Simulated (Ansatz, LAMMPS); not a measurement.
**Structural relaxation of a frame of liquid mixture of sulfolane and H2O from 380 K (192 atoms)**

Aim: bring a frame of liquid mixture of sulfolane and H2O from 380 K (192 atoms) to a nearby minimum of the energy and see what moves.

Program: Ansatz 0.2.0. Level of theory: Kohn-Sham DFT, PBE+D4, PAW (set soft_2), plane waves. Results are calculated unless marked as measured.

**1. Set-up**

The cell holds 192 atoms: 28 O, 12 S, 48 C and 104 H. Cell: a = 12.923 Å, b = 12.923 Å, c = 12.923 Å, α = 90.0°, β = 90.0°, γ = 90.0°. 12 sulfolane, 4 H2O placed at random, at 1.17 g/cm³; overlaps pushed apart, then 10 ps at 450 K with MMFF94 bonds, angles, torsions, charges and radii (Halgren, J. Comput. Chem. 17, 490 (1996)) in harmonic and 12-6 forms; SPC/E water (Berendsen, Grigera and Straatsma, J. Phys. Chem. 91, 6269 (1987)). Snapshot after 20 ps at 380 K and fixed volume.

Limits known from the start: The network of contacts between molecules at the start is that of the classical potential that made the cell. The density was typed from a rule of thumb and may lie off the real one at this temperature. Only the Γ point is sampled, in a cell whose shortest periodic width is 13 Å.

**2. The classical run that made the cell**

A classical potential supplies the starting structure, since it reaches far longer times than DFT.

This step: classical MD, MMFF94 bonds, angles, torsions, charges and radii (Halgren, J. Comput. Chem. 17, 490 (1996)) in harmonic and 12-6 forms; SPC/E water (Berendsen, Grigera and Straatsma, J. Phys. Chem. 91, 6269 (1987)) (LAMMPS 22 Jul 2025 - Update 4).

File in.lmp:

```
# liquid mixture of sulfolane and H2O
units real
atom_style full
boundary p p p
bond_style harmonic
angle_style harmonic
dihedral_style opls
improper_style harmonic
special_bonds lj 0 0 0.5 coul 0 0 0.75
read_data data.lmp
neigh_modify delay 0 every 1 check yes one 4000
comm_modify cutoff 12.0
timestep 0.5
thermo_style custom step time temp pe press density
thermo_modify norm yes
# push overlapping molecules apart
pair_style soft 2.6
pair_coeff * * 0.0
variable a equal ramp(1,60)
fix ad all adapt 1 pair soft a * * v_a
velocity all create 450 5276 mom yes dist gaussian
fix lim all nve/limit 0.03
fix lan all langevin 450 450 50 5277 zero yes
thermo 1000
run 3000 post no
unfix ad
pair_style lj/cut/coul/long 9.0
pair_modify mix arithmetic tail yes
pair_coeff 1 1 0.0763 3.0960   # O
pair_coeff 2 2 0.2681 3.4180   # S
pair_coeff 3 3 0.0678 3.3680   # C
pair_coeff 4 4 0.0216 2.5400   # H
pair_coeff 5 5 0.1553 3.1660   # O
pair_coeff 6 6 0.0000 1.0000   # H
# [... 19 lines left out ...]
compute msd all msd com yes
thermo 5000
fix md all nvt temp 380 380 100
run 20000 post no
print "== T380: mean square displacement over the hold $(c_msd[4]:%.2f) A^2"
unfix md
uncompute msd
write_dump all custom T380.dump id type xs ys zs modify sort id
```

Command:

```bash
> lmp -in in.lmp -log none -nocite
```

Numbers of over 12 decimals in the logs are rounded to 6 here.

The program printed:

```text
LAMMPS (22 Jul 2025 - Update 4)
Reading data file ...
  orthogonal box = (0 0 0) to (12.92274 12.92274 12.92274)
  192 atoms
  orthogonal box = (0 0 0) to (12.92274 12.92274 12.92274)
  188 bonds
  364 angles
  492 dihedrals
   Step          Time           Temp          PotEng         Press         Density
         0   0              450            0.39087588    -1383.3844      1.1650003
      1000   500            434.47999      1.7640199      20164.265      1.1650003
      2000   1000           391.51513      1.5663389      31836.067      1.1650003
      3000   1500           390.67841      1.54685        23464.239      1.1650003
Loop time of 0.62428 s on 1 MPI rank(s) for 3000 steps with 192 atoms
PPPM initialization ...
  G vector (1/distance) = 0.30011887
  grid = 8 8 8
  estimated relative force accuracy = 2.8778345e-05
   Step          Time           Temp          PotEng         Press         Density
[... 14 lines left out ...]
      2000   1000           444.60181      0.36103517     7367.1107      1.1650003
Loop time of 2.14798 s on 1 MPI rank(s) for 2000 steps with 192 atoms
   Step          Time           Temp          PotEng         Press         Density
      2000   1000           454.11201      0.33734707     5202.8136      1.1650003
[... 5 lines left out ...]
Loop time of 11.334 s on 1 MPI rank(s) for 10000 steps with 192 atoms
   Step          Time           Temp          PotEng         Press         Density
[... 4 lines left out ...]
Loop time of 5.46497 s on 1 MPI rank(s) for 5000 steps with 192 atoms
   Step          Time           Temp          PotEng         Press         Density
[... 2 lines left out ...]
     25000   24000          411.59581      0.096959958    3643.2172      1.1650003
     30000   29000          375.94701      0.058102054    10609.253      1.1650003
     35000   34000          405.6287       0.026562825   -1936.4408      1.1650003
     37000   36000          376.9683       0.0535339      565.34716      1.1650003
Loop time of 22.1899 s on 1 MPI rank(s) for 20000 steps with 192 atoms
== T380: mean square displacement over the hold 8.27 A^2
```

Wall time 43 s (1 thread of Intel Xeon Platinum 8259CL at 2.50GHz (Skylake/Cascade Lake), shared host); peak memory 0.12 GiB.

The input also reads data.lmp (atoms, bonds and types; not printed here).

**3. Single point at the start**

A single point comes first, to see the forces before anything moves.

File input.yaml:

```yaml
crystal:
  lattice:
    - [12.92274, 0.0, 0.0]
    - [0.0, 12.92274, 0.0]
    - [0.0, 0.0, 12.92274]
  atoms:
    - { symbol: O, position: [0.10229, 0.99631, 0.90059] }
    - { symbol: S, position: [0.13512, 0.09388, 0.86115] }
    - { symbol: O, position: [0.24497, 0.12217, 0.8707] }
    - { symbol: C, position: [0.0666, 0.19951, 0.90706] }
    - { symbol: C, position: [0.00961, 0.24438, 0.81723] }
    - { symbol: C, position: [0.98734, 0.15613, 0.74626] }
    - { symbol: C, position: [0.08287, 0.09604, 0.7327] }
    - { symbol: H, position: [0.01151, 0.17586, 0.95861] }
    - { symbol: H, position: [0.12118, 0.25545, 0.93651] }
    - { symbol: H, position: [0.06386, 0.29031, 0.7849] }
    - { symbol: H, position: [0.94173, 0.29459, 0.83697] }
    - { symbol: H, position: [0.9459, 0.10299, 0.79977] }
    - { symbol: H, position: [0.94937, 0.18546, 0.67857] }
    - { symbol: H, position: [0.14905, 0.12859, 0.68523] }
    - { symbol: H, position: [0.05992, 0.02286, 0.70976] }
    - { symbol: O, position: [0.52748, 0.92113, 0.24029] }
    - { symbol: S, position: [0.47372, 0.83561, 0.28798] }
    - { symbol: O, position: [0.37357, 0.84875, 0.33506] }
    - { symbol: C, position: [0.55671, 0.77165, 0.38192] }
    - { symbol: C, position: [0.50681, 0.66874, 0.3902] }
    - { symbol: C, position: [0.494, 0.63269, 0.27593] }
    - { symbol: C, position: [0.47087, 0.72402, 0.20988] }
    - { symbol: H, position: [0.63348, 0.76646, 0.34346] }
    - { symbol: H, position: [0.56221, 0.8143, 0.45337] }
    - { symbol: H, position: [0.4276, 0.67063, 0.43119] }
    - { symbol: H, position: [0.56275, 0.62254, 0.4334] }
    - { symbol: H, position: [0.57156, 0.60711, 0.25876] }
    - { symbol: H, position: [0.4424, 0.56637, 0.26796] }
    - { symbol: H, position: [0.38924, 0.72137, 0.18158] }
    - { symbol: H, position: [0.52114, 0.73539, 0.14484] }
    - { symbol: O, position: [0.80645, 0.92335, 0.36208] }
    - { symbol: S, position: [0.80986, 0.03328, 0.37257] }
    [... 154 atom lines left out ...]
    - { symbol: O, position: [0.86334, 0.1884, 0.11509] }
    - { symbol: H, position: [0.86984, 0.17918, 0.19165] }
    - { symbol: H, position: [0.82583, 0.12782, 0.08491] }
    - { symbol: O, position: [0.06362, 0.43747, 0.62065] }
    - { symbol: H, position: [0.98798, 0.4214, 0.6235] }
    - { symbol: H, position: [0.09167, 0.4424, 0.6926] }
kpoints:
  mp_grid: { grid: [1, 1, 1] }
hamiltonian:
  xc: pbe
  dispersion: d4
scf:
  occupations: { method: fermi_dirac, width: 0.025 }
output:
  forces: true
  stress: true
  populations: true
  dos:
    method: { smearing: { sigma: 0.15 } }
    de: 0.1
    projected: { site_lists: { C: [C], H: [H], O: [O], S: [S] } }
  eigenvalues: true
```

Command:

```bash
> ansatz run input.yaml --threads 4 --pin off --max-ram 8192MiB --backend cpu --events-out ev --progress --plain --runs-dir out
```

The program printed:

```text
Engine: ansatz 0.2.0, x86_64-unknown-linux-gnu
Pseudopotentials: kind: paw
Pseudopotential: O, paw, valence charge 6, recommended cutoff 420 eV (normal), O.paw.azcp
Pseudopotential: S, paw, valence charge 6, recommended cutoff 420 eV (normal), S.paw.azcp
Pseudopotential: C, paw, valence charge 4, recommended cutoff 420 eV (normal), C.paw.azcp
Pseudopotential: H, paw, valence charge 1, recommended cutoff 420 eV (normal), H.paw.azcp
[... 5 lines on functional and potentials left out ...]
Crystal: 192 atoms, lattice volume = 2158.062 Å³
Basis set: ecut = 420 eV, 42211 PW (Γ), exchange–correlation on 180×180×180 points (8 copies of the dense FFT grid, shifted against one another)
Bands: 460, of which v1, the nominal top of the filled ones, is band 268 counted from 1 (267 counted from 0)
Symmetry: 1 space group operations
Space group: P1 (ITA 1), of the structure as read, at distance tolerance 1.3e-4 Å
k-points: 1
[... 9 lines on functional and potentials left out ...]
Initial density: superposition of atomic densities (neutral atoms: chi_scale 0, normalization atom), corrected by the library's trained network
Initial wavefunctions: pseudopotential atomic-orbital guess
Functional: x = pbe(κ = 0.804, μ = 0.219515), c = pbe(β = 0.066725)
SCF iter   1: F=—  HF=-40411.274043 eV  |F-HF|=—  |Δ(HF+E_count)|=         —  Δρ=6.78e-3  dr2=1.25e0  ethr=1.77e-3  ⟨swp⟩=7.0  Hψ=2245  notcnv=0  defer=76
preconditioner: auto → Resta (q_TF=auto, 2.163 Å⁻¹)  ε∞=2.4  [insulator: Δε(μ)=4.647 eV  Ē_g=15.168 eV  σ=0.025 eV  W_gap=1.00  n_scr=364 (ndim 8)  ℏωp=18.1 eV  f_vac=0.272  D(μ)=0.00/eV (n_scr^D=0)  ε∞_Penn≈2.4]
SCF iter   2: F=—  HF=-40410.957057 eV  |F-HF|=—  |Δ(HF+E_count)|=   3.17e-1  Δρ=3.90e-3  dr2=2.40e-1  ethr=2.33e-4  ⟨swp⟩=2.0  Hψ=791  notcnv=0  defer=185
SCF iter   3: F=—  HF=-40410.935957 eV  |F-HF|=—  |Δ(HF+E_count)|=   2.11e-2  Δρ=1.50e-3  dr2=6.39e-2  ethr=4.47e-5  ⟨swp⟩=4.0  Hψ=552  notcnv=0  defer=185
SCF iter   4: F=—  HF=-40410.935989 eV  |F-HF|=—  |Δ(HF+E_count)|=   3.15e-5  Δρ=8.19e-4  dr2=1.89e-2  ethr=1.19e-5  ⟨swp⟩=4.0  Hψ=403  notcnv=0  defer=185
SCF iter   5: F=—  HF=-40410.933468 eV  |F-HF|=—  |Δ(HF+E_count)|=   2.52e-3  Δρ=2.61e-4  dr2=2.25e-3  ethr=3.52e-6  ⟨swp⟩=3.0  Hψ=534  notcnv=0  defer=185
SCF iter   6: F=—  HF=-40410.933027 eV  |F-HF|=—  |Δ(HF+E_count)|=   4.40e-4  Δρ=1.18e-4  dr2=3.69e-4  ethr=4.20e-7  ⟨swp⟩=2.0  Hψ=545  notcnv=0  defer=185
SCF iter   7: F=—  HF=-40410.932938 eV  |F-HF|=—  |Δ(HF+E_count)|=   8.94e-5  Δρ=3.40e-5  dr2=3.13e-5  ethr=6.88e-8  ⟨swp⟩=2.0  Hψ=536  notcnv=0  defer=185
SCF iter   8: F=—  HF=-40410.933007 eV  |F-HF|=—  |Δ(HF+E_count)|=   6.87e-5  Δρ=1.83e-5  dr2=7.58e-6  ethr=5.84e-9  ⟨swp⟩=2.0  Hψ=727  notcnv=0  defer=185
SCF iter   9: F=—  HF=-40410.933006 eV  |F-HF|=—  |Δ(HF+E_count)|=   9.71e-7  Δρ=8.50e-6  dr2=1.60e-6  ethr=1.41e-9  ⟨swp⟩=2.0  Hψ=538  notcnv=0  defer=185
SCF iter  10: F=—  HF=-40410.933005 eV  |F-HF|=—  |Δ(HF+E_count)|=   2.55e-7  Δρ=2.88e-6  dr2=1.78e-7  ethr=2.98e-10  ⟨swp⟩=2.0  Hψ=540  notcnv=0  defer=185
SCF iter  11: F=-40410.933005 eV  HF=-40410.933005 eV  |F-HF|=4.32e-8  |Δ(HF+E_count)|=   4.57e-8  Δρ=1.78e-6  dr2=6.49e-8  ethr=1.87e-11  ⟨swp⟩=18.0  Hψ=2941  notcnv=0
SCF 1 converged in 11 iterations: F = -40410.933005 eV  dr2 = 6.49e-8
  greatest PAW one-centre occupation: 0.882 electrons in one spin orbital (limit 2), on the O atom at site 135 (counted from 0), in its partial waves of l = 0
SCF converged after 11 iterations
Free energy (F): -40410.933005 eV
Harris-Foulkes:  -40410.933005 eV  (|F-HF|=4.32e-8)
Internal energy: -40410.933005 eV  (E = F + TS)
E sigma→0 (E₀):  -40410.933005 eV
Fermi energy:    1.733605 eV
--- Per-component energies (eV) ---
  E_band       = -4188.898734
  E_kinetic    = 12206.543025
  E_local      = -41059.369175  (includes V_loc(G=0)·N_el)
  E_nonlocal   = 3151.305701
  E_hartree    = 15397.535881
  E_xc         = -6513.028009
  E_vxc        = -7800.209706  (∫ρ·V_xc dr)
  E_paw        = -16473.831926  (= ΣΔE_a)
  E_vpaw       = -1482.169782  (= ΣTr[D̂ρ^β])
  E_aug_tail   = -0.073065  (compensation charges beyond the density's cutoff)
  E_ewald      = -7109.668214
  E_disp       = -10.347226  (pairwise vdW)
  E_smearing   = -0.000000  (= −TS)
  E_closure    = -0.000000  (closes the sum)
  Σ components = -40410.933005   (vs F -40410.933005, Δ=0.00e0)
--- Forces (eV/Å), atoms counted from 1 ---
  atom   1  O     -0.69160472    -2.17461018     1.67058984
  atom   2  S      1.62538584     0.69857925    -1.17544165
  atom   3  O     -0.31715633    -0.38047466    -0.44553521
  atom   4  C      0.44859769     1.48529066    -0.30507799
  atom   5  C     -1.78625342     0.00850449     0.75885400
  atom   6  C     -0.89034634     0.26088577     1.49845048
  atom   7  C      2.86153534     1.95687670    -0.78046223
  atom   8  H     -1.67256179    -0.90919249     2.50357348
  atom   9  H      0.18716309    -0.01503931     0.62760063
  atom  10  H      2.09306608     2.55993923    -2.00749065
  atom  11  H      0.51368153    -0.66064757     0.06284407
  atom  12  H     -1.19922125     0.07487217    -1.01045106
  atom  13  H     -0.57809979    -0.45003051    -0.72396208
  atom  14  H     -1.14441372    -0.20045525     0.20782071
[...]
atom 191  H      1.03226057     0.24084480     0.71887102
  atom 192  H     -1.00309307    -0.03533408    -1.07832078
  max |Σ_I F_I| component: 1.57e-4 eV/Å
--- Stress (GPa, compression-positive) ---
        3.523582       1.242661       0.422346
        1.242660       3.782089       0.128439
        0.422346       0.128439       1.786486
  P = ⅓ Tr σ = 3.0307 GPa (30.307 kbar)
--- Band table (eV) ---
  k-point 0: bands = ["-23.3544", "-22.8518", "-22.8030", "-22.8002", [... 444 levels ...], "10.8723", "10.8880", "10.9304", "10.9904", "10.9938", "11.0184", "11.0743", "11.0816", "11.1062", "11.1275", "11.1843", "11.1989"]
--- Löwdin populations: 192 sites ---
  site symbol       q [e]
     0      O      6.7675
     1      S      3.8895
     2      O      6.7647
[...]
191      H      0.5966
  spilling = 0.018123 (of n_electrons = 536.000000)
```

Run time: 33 s. Hardware: 4 threads of Intel Xeon Platinum 8259CL at 2.50GHz (Skylake/Cascade Lake), shared host; peak memory 3 GiB; 2.1 min of CPU time.

Numbers from this run:

| Item | Value |
| --- | --- |
| free energy | -40410.9330 eV |
| free energy per atom | -210.4736 eV/atom |
| SCF cycles | 11 |
| pressure | 3.031 GPa |
| r.m.s. force component | 0.982 eV/Å |
| longest force | 4.321 eV/Å |
| Fermi energy | 1.734 eV |
| gap (highest filled to lowest empty level) | 4.677 eV |
| spilling of the projection | 0.01812 |

The r.m.s. force component of 0.98 eV/Å and the pressure of 3.0 GPa set the starting point.

Neighbours are counted within 1.34 Å (H-C), 1.21 Å (H-O), 1.85 Å (C-C), 2.21 Å (C-S), 1.93 Å (O-S).

Length of the force by element and coordination:

```
element  coordination  atoms  mean length of the force (eV/Å)  spread  least   most
      C           all     48                             2.15   0.917  0.754   3.78
      H           all    104                             1.14   0.620  0.219   3.87
      O           all     28                             1.20   0.680  0.225   2.83
      O             1     24                             1.33   0.654  0.322   2.83
      O             2      4                            0.459   0.144  0.225  0.596
      S           all     12                             2.05    1.10  0.771   4.32
```

[end of part 1 of 3]

[Logs are printed without paths, hosts, clocks, repeated set-up lines and the standing remarks that a program may print on its own settings, such as how far it seeks lower states.]

[Hosts, paths, dates, database ids (printed as entryN), source tags and the programs' standing remarks are cut or masked in the printed files.]

[The MMFF94 radii named for the starting cell were scaled by 0.96; in molecules described by MMFF94, hydrogen bound to N, O or S took a small fixed 12-6 site in their place.]
